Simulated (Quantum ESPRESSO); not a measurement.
# antimonene, 1 layer, rectangular cell, stepped through strain along the first axis, part 5 of 7

Aim: how the results for antimonene, 1 layer, rectangular cell change with strain along the first axis.

Quantum ESPRESSO 7.5; plane-wave DFT, PBE, GBRV ultrasoft pseudopotentials.

So far. Step 3 (Relaxation with pw.x, -4 %): The relaxation lowers the energy by 3 meV an atom. Step 6 (Bands along a path, -4 %): Along this path the valence top lies at Γ and the conduction bottom between Γ and X.

### Step 7. Relaxation with pw.x, -3 %

The input, m1.relax.in:

```
&control
  prefix = 'm1.relax'
  outdir = './out'
  pseudo_dir = './pseudo'
  nstep = 40
  forc_conv_thr = 0.0003
  calculation = 'relax'
  tstress = .true.
/
&system
  ibrav = 0
  nat = 4
  ntyp = 1
  ecutwfc = 50
  ecutrho = 250
  occupations = 'smearing'
  smearing = 'fd'
  degauss = 0.002
/
&electrons
  conv_thr = 1e-09
  mixing_beta = 0.4
  electron_maxstep = 120
  mixing_mode = 'plain'
/
&ions
/
ATOMIC_SPECIES
  Sb  121.7600  sb_pbe_v1.4.uspp.F.UPF
CELL_PARAMETERS angstrom
  3.99515975703000 0.00000000000000 0.00000000000000
  0.00000000000000 7.13289968800000 0.00000000000000
  0.00000000000000 0.00000000000000 16.65000000000000
ATOMIC_POSITIONS crystal
  Sb  0.500000000000 0.166642869700 0.450828835200
  Sb  0.000000000000 0.666640176400 0.450828367900
  Sb  0.000000000000 0.333359823600 0.549171632100
  Sb  0.500000000000 0.833357130300 0.549171164800
K_POINTS automatic
  8 4 1 0 0 0
```

Run with:

```sh
> OMP_NUM_THREADS=1 mpirun -n 4 pw.x -nk 2 -in m1.relax.in > m1.relax.out
```

Log:

```text
[banner, memory and clock lines left out]
Program PWSCF v.7.5 starts
[...]
Message from routine setup:
[...]
number of electrons       =        60.00
     number of Kohn-Sham states=           36
     kinetic-energy cutoff     =      50.0000  Ry
     charge density cutoff     =     250.0000  Ry
[...]
number of k points=    15  Fermi-Dirac smearing, width (Ry)=  0.0020
[...]
Dense  grid:   213505 G-vectors     FFT dimensions: (  40,  72, 160)
[...]
negative rho (up, down):  4.661E-04 0.000E+00
     Starting wfcs are   36 randomized atomic wfcs
[...]
negative rho (up, down):  1.668E-05 0.000E+00
[...]
estimated scf accuracy    <       4.44767351 Ry
[...]
negative rho (up, down):  6.357E-06 0.000E+00
[...]
estimated scf accuracy    <       0.24562457 Ry
[...]
negative rho (up, down):  3.759E-05 0.000E+00
[...]
estimated scf accuracy    <       0.01392435 Ry
[...]
negative rho (up, down):  1.243E-04 0.000E+00
[...]
estimated scf accuracy    <       0.00213934 Ry
[...]
negative rho (up, down):  9.622E-05 0.000E+00
[...]
estimated scf accuracy    <       0.00004498 Ry
[...]
negative rho (up, down):  9.210E-05 0.000E+00
[...]
estimated scf accuracy    <       0.00000681 Ry
[...]
negative rho (up, down):  9.421E-05 0.000E+00
[...]
estimated scf accuracy    <       0.00000110 Ry
[...]
negative rho (up, down):  9.658E-05 0.000E+00
[...]
estimated scf accuracy    <       0.00000012 Ry
[...]
negative rho (up, down):  9.852E-05 0.000E+00
[...]
estimated scf accuracy    <       0.00000002 Ry
[...]
negative rho (up, down):  1.023E-04 0.000E+00
[...]
the Fermi energy is    -0.4401 ev
!    total energy              =    -739.78214180 Ry
     estimated scf accuracy    <          7.4E-10 Ry
     smearing contrib. (-TS)   =      -0.00000000 Ry
     internal energy E=F+TS    =    -739.78214180 Ry
[...]
one-electron contribution =   -1835.75077075 Ry
     hartree contribution      =     928.09079169 Ry
     xc contribution           =    -176.09139937 Ry
     ewald contribution        =     343.96923663 Ry
     convergence has been achieved in  10 iterations
     negative rho (up, down):  1.023E-04 0.000E+00
[...]
Total force =     0.019183     Total SCF correction =     0.000139
[...]
negative rho (up, down):  1.023E-04 0.000E+00
[...]
negative rho (up, down):  1.073E-04 0.000E+00
[...]
negative rho (up, down):  1.032E-04 0.000E+00
[...]
estimated scf accuracy    <       0.00000783 Ry
[...]
negative rho (up, down):  1.029E-04 0.000E+00
[...]
estimated scf accuracy    <       0.00000165 Ry
[...]
negative rho (up, down):  1.023E-04 0.000E+00
[...]
estimated scf accuracy    <       0.00000007 Ry
[...]
negative rho (up, down):  1.019E-04 0.000E+00
[...]
estimated scf accuracy    <       0.00000001 Ry
[...]
negative rho (up, down):  1.019E-04 0.000E+00
[...]
estimated scf accuracy    <          2.9E-09 Ry
[...]
negative rho (up, down):  1.016E-04 0.000E+00
[...]
the Fermi energy is    -0.4046 ev
!    total energy              =    -739.78244261 Ry
     estimated scf accuracy    <          1.1E-10 Ry
     smearing contrib. (-TS)   =      -0.00000000 Ry
     internal energy E=F+TS    =    -739.78244261 Ry
[...]
one-electron contribution =   -1833.32856453 Ry
     hartree contribution      =     926.89849009 Ry
     xc contribution           =    -176.08324453 Ry
     ewald contribution        =     342.73087636 Ry
     convergence has been achieved in   6 iterations
     negative rho (up, down):  1.016E-04 0.000E+00
[...]
Total force =     0.012278     Total SCF correction =     0.000049
[...]
negative rho (up, down):  1.016E-04 0.000E+00
[...]
negative rho (up, down):  1.075E-04 0.000E+00
[...]
negative rho (up, down):  1.028E-04 0.000E+00
[...]
estimated scf accuracy    <       0.00000881 Ry
[...]
negative rho (up, down):  1.024E-04 0.000E+00
[...]
estimated scf accuracy    <       0.00000186 Ry
[...]
negative rho (up, down):  1.019E-04 0.000E+00
[...]
estimated scf accuracy    <       0.00000008 Ry
[...]
negative rho (up, down):  1.013E-04 0.000E+00
[...]
estimated scf accuracy    <          9.4E-09 Ry
[...]
negative rho (up, down):  1.011E-04 0.000E+00
[...]
estimated scf accuracy    <          2.4E-09 Ry
[...]
negative rho (up, down):  1.010E-04 0.000E+00
[...]
estimated scf accuracy    <          1.1E-10 Ry
[...]
negative rho (up, down):  1.009E-04 0.000E+00
[...]
the Fermi energy is    -0.3816 ev
!    total energy              =    -739.78262417 Ry
     estimated scf accuracy    <          1.3E-11 Ry
     smearing contrib. (-TS)   =      -0.00000000 Ry
     internal energy E=F+TS    =    -739.78262417 Ry
[...]
one-electron contribution =   -1830.80937427 Ry
     hartree contribution      =     925.65790569 Ry
     xc contribution           =    -176.07475273 Ry
     ewald contribution        =     341.44359715 Ry
     convergence has been achieved in   7 iterations
     negative rho (up, down):  1.009E-04 0.000E+00
[...]
Total force =     0.005160     Total SCF correction =     0.000011
[...]
negative rho (up, down):  1.009E-04 0.000E+00
[...]
negative rho (up, down):  1.036E-04 0.000E+00
[...]
negative rho (up, down):  1.014E-04 0.000E+00
[...]
estimated scf accuracy    <       0.00000371 Ry
[...]
negative rho (up, down):  1.012E-04 0.000E+00
[...]
estimated scf accuracy    <       0.00000081 Ry
[...]
negative rho (up, down):  1.010E-04 0.000E+00
[...]
estimated scf accuracy    <       0.00000004 Ry
[...]
negative rho (up, down):  1.007E-04 0.000E+00
[...]
estimated scf accuracy    <          3.7E-09 Ry
[...]
negative rho (up, down):  1.006E-04 0.000E+00
[...]
estimated scf accuracy    <          7.0E-10 Ry
[...]
negative rho (up, down):  1.005E-04 0.000E+00
[...]
estimated scf accuracy    <          4.5E-11 Ry
[...]
negative rho (up, down):  1.004E-04 0.000E+00
[...]
the Fermi energy is    -0.3663 ev
!    total energy              =    -739.78266502 Ry
     estimated scf accuracy    <          3.6E-12 Ry
     smearing contrib. (-TS)   =      -0.00000000 Ry
     internal energy E=F+TS    =    -739.78266502 Ry
[...]
one-electron contribution =   -1829.24014772 Ry
     hartree contribution      =     924.88493920 Ry
     xc contribution           =    -176.06944972 Ry
     ewald contribution        =     340.64199322 Ry
     convergence has been achieved in   7 iterations
     negative rho (up, down):  1.004E-04 0.000E+00
[...]
Total force =     0.001739     Total SCF correction =     0.000008
[...]
negative rho (up, down):  1.004E-04 0.000E+00
[...]
negative rho (up, down):  1.005E-04 0.000E+00
[...]
negative rho (up, down):  1.005E-04 0.000E+00
[...]
estimated scf accuracy    <       0.00000003 Ry
[...]
negative rho (up, down):  1.005E-04 0.000E+00
[...]
estimated scf accuracy    <          9.5E-09 Ry
[...]
negative rho (up, down):  1.005E-04 0.000E+00
[...]
estimated scf accuracy    <          2.7E-10 Ry
[...]
negative rho (up, down):  1.005E-04 0.000E+00
[...]
estimated scf accuracy    <          2.4E-11 Ry
[...]
negative rho (up, down):  1.004E-04 0.000E+00
[...]
the Fermi energy is    -0.3670 ev
!    total energy              =    -739.78266790 Ry
     estimated scf accuracy    <          4.0E-12 Ry
     smearing contrib. (-TS)   =      -0.00000000 Ry
     internal energy E=F+TS    =    -739.78266790 Ry
[...]
one-electron contribution =   -1829.25856370 Ry
     hartree contribution      =     924.89399443 Ry
     xc contribution           =    -176.06948806 Ry
     ewald contribution        =     340.65138944 Ry
     convergence has been achieved in   5 iterations
     negative rho (up, down):  1.004E-04 0.000E+00
[...]
Total force =     0.001301     Total SCF correction =     0.000010
[...]
negative rho (up, down):  1.004E-04 0.000E+00
[...]
negative rho (up, down):  1.006E-04 0.000E+00
[...]
negative rho (up, down):  1.005E-04 0.000E+00
[...]
estimated scf accuracy    <       0.00000006 Ry
[...]
negative rho (up, down):  1.005E-04 0.000E+00
[...]
estimated scf accuracy    <       0.00000002 Ry
[...]
negative rho (up, down):  1.005E-04 0.000E+00
[...]
estimated scf accuracy    <          8.2E-10 Ry
[...]
negative rho (up, down):  1.005E-04 0.000E+00
[...]
estimated scf accuracy    <          1.7E-10 Ry
[...]
negative rho (up, down):  1.005E-04 0.000E+00
[...]
estimated scf accuracy    <          2.8E-11 Ry
[...]
negative rho (up, down):  1.005E-04 0.000E+00
[...]
the Fermi energy is    -0.3671 ev
!    total energy              =    -739.78267020 Ry
     estimated scf accuracy    <          8.6E-13 Ry
     smearing contrib. (-TS)   =      -0.00000000 Ry
     internal energy E=F+TS    =    -739.78267020 Ry
[...]
one-electron contribution =   -1829.41908588 Ry
     hartree contribution      =     924.97303983 Ry
     xc contribution           =    -176.06999629 Ry
     ewald contribution        =     340.73337213 Ry
     convergence has been achieved in   6 iterations
     negative rho (up, down):  1.005E-04 0.000E+00
[...]
Total force =     0.000650     Total SCF correction =     0.000003
[...]
negative rho (up, down):  1.005E-04 0.000E+00
[...]
```

The job ended after 4.4 min (4 MPI ranks of Arm Neoverse V1, shared host; peak memory 1.2 GiB).

Relaxation path:

```
step  energy less that of the first step (eV)  largest force (eV/Å)
   1                                   0.0000                0.2468
   2                                  -0.0041                0.1579
   3                                  -0.0066                0.0664
   4                                  -0.0071                0.0224
   5                                  -0.0072                0.0167
   6                                  -0.0072                0.0084
```

The atoms that moved most (Å):

```csv
atom,dx,dy,dz,length
Sb1,0.000,-0.010,-0.011,0.015
Sb4,0.000,0.010,0.011,0.015
Sb3,0.000,0.010,0.011,0.015
Sb2,0.000,-0.010,-0.011,0.015
```

The relaxation lowers the energy by 2 meV an atom.

This step gave:

| Property | Result |
| --- | --- |
| free energy | -10065.2560 eV |
| Fermi energy | -0.3671 eV |

### Step 8. SCF with pw.x, -3 %

The input, m1.scf.in:

```
&control
  prefix = 'm1.scf'
  outdir = './out'
  pseudo_dir = './pseudo'
  calculation = 'scf'
  tprnfor = .true.
/
&system
  ibrav = 0
  nat = 4
  ntyp = 1
  ecutwfc = 40
  ecutrho = 200
  occupations = 'smearing'
  smearing = 'fd'
  degauss = 0.002
  nbnd = 34
/
&electrons
  conv_thr = 1e-09
  mixing_beta = 0.4
  electron_maxstep = 120
  mixing_mode = 'plain'
/
ATOMIC_SPECIES
  Sb  121.7600  sb_pbe_v1.4.uspp.F.UPF
CELL_PARAMETERS angstrom
  3.99515975703000 0.00000000000000 0.00000000000000
  0.00000000000000 7.13289968800000 0.00000000000000
  0.00000000000000 0.00000000000000 16.65000000000000
ATOMIC_POSITIONS crystal
  Sb  0.500000000000 0.165261898500 0.450145263200
  Sb  0.000000000000 0.665260239100 0.450144793000
  Sb  0.000000000000 0.334739760900 0.549855207000
  Sb  0.500000000000 0.834738101500 0.549854736800
K_POINTS automatic
  8 4 1 0 0 0
```

Run with:

```sh
> OMP_NUM_THREADS=1 mpirun -n 4 pw.x -nk 2 -in m1.scf.in > m1.scf.out
```

Log:

```text
[banner, memory and clock lines left out]
Program PWSCF v.7.5 starts
[...]
Message from routine setup:
[...]
number of electrons       =        60.00
     number of Kohn-Sham states=           34
     kinetic-energy cutoff     =      40.0000  Ry
     charge density cutoff     =     200.0000  Ry
[...]
number of k points=    15  Fermi-Dirac smearing, width (Ry)=  0.0020
[...]
Dense  grid:   152825 G-vectors     FFT dimensions: (  36,  64, 144)
[...]
negative rho (up, down):  1.090E-03 0.000E+00
     Starting wfcs are   36 randomized atomic wfcs
[...]
negative rho (up, down):  2.022E-04 0.000E+00
[...]
estimated scf accuracy    <       4.38549972 Ry
[...]
negative rho (up, down):  8.740E-05 0.000E+00
[...]
estimated scf accuracy    <       0.25506670 Ry
[...]
negative rho (up, down):  2.417E-04 0.000E+00
[...]
estimated scf accuracy    <       0.01368994 Ry
[...]
negative rho (up, down):  4.178E-04 0.000E+00
[...]
estimated scf accuracy    <       0.00187762 Ry
[...]
negative rho (up, down):  4.004E-04 0.000E+00
[...]
estimated scf accuracy    <       0.00005221 Ry
[...]
negative rho (up, down):  4.176E-04 0.000E+00
[...]
estimated scf accuracy    <       0.00001010 Ry
[...]
negative rho (up, down):  4.348E-04 0.000E+00
[...]
estimated scf accuracy    <       0.00000172 Ry
[...]
negative rho (up, down):  4.463E-04 0.000E+00
[...]
estimated scf accuracy    <       0.00000018 Ry
[...]
negative rho (up, down):  4.540E-04 0.000E+00
[...]
estimated scf accuracy    <       0.00000003 Ry
[...]
negative rho (up, down):  4.591E-04 0.000E+00
[...]
estimated scf accuracy    <          2.5E-09 Ry
[...]
negative rho (up, down):  4.671E-04 0.000E+00
[...]
the Fermi energy is    -0.3609 ev
!    total energy              =    -739.77928166 Ry
     estimated scf accuracy    <          3.7E-10 Ry
     smearing contrib. (-TS)   =      -0.00000000 Ry
     internal energy E=F+TS    =    -739.77928166 Ry
[...]
one-electron contribution =   -1829.42918404 Ry
     hartree contribution      =     924.98759790 Ry
     xc contribution           =    -176.07106753 Ry
     ewald contribution        =     340.73337202 Ry
     convergence has been achieved in  11 iterations
     negative rho (up, down):  4.671E-04 0.000E+00
[...]
Total force =     0.000484     Total SCF correction =     0.000165
[...]
```

Run time: 40 s. Hardware: 4 MPI ranks; peak memory 0.9 GiB.

Numbers from this step:

```
free energy                          : -10065.2099 eV
Fermi energy                         : -0.3609 eV
valence top, on the run's zero       : -0.8674 eV
conduction bottom, on the run's zero : 0.1809 eV
gap by band count                    : 1.048 eV
```

[end of part 5 of 7]

[Logs are printed without paths, hosts, clocks, repeated set-up lines and the standing remarks that a program may print on its own settings, such as how far it seeks lower states.]

[Hosts, paths, dates, database ids (printed as entryN), source tags and the programs' standing remarks are cut or masked in the printed files.]

[Maps of the electrostatic potential energy from Ansatz leave out the sawtooth potential of an applied field or a dipole correction, so their vacuum need not be flat; planar profiles and work functions include it.]
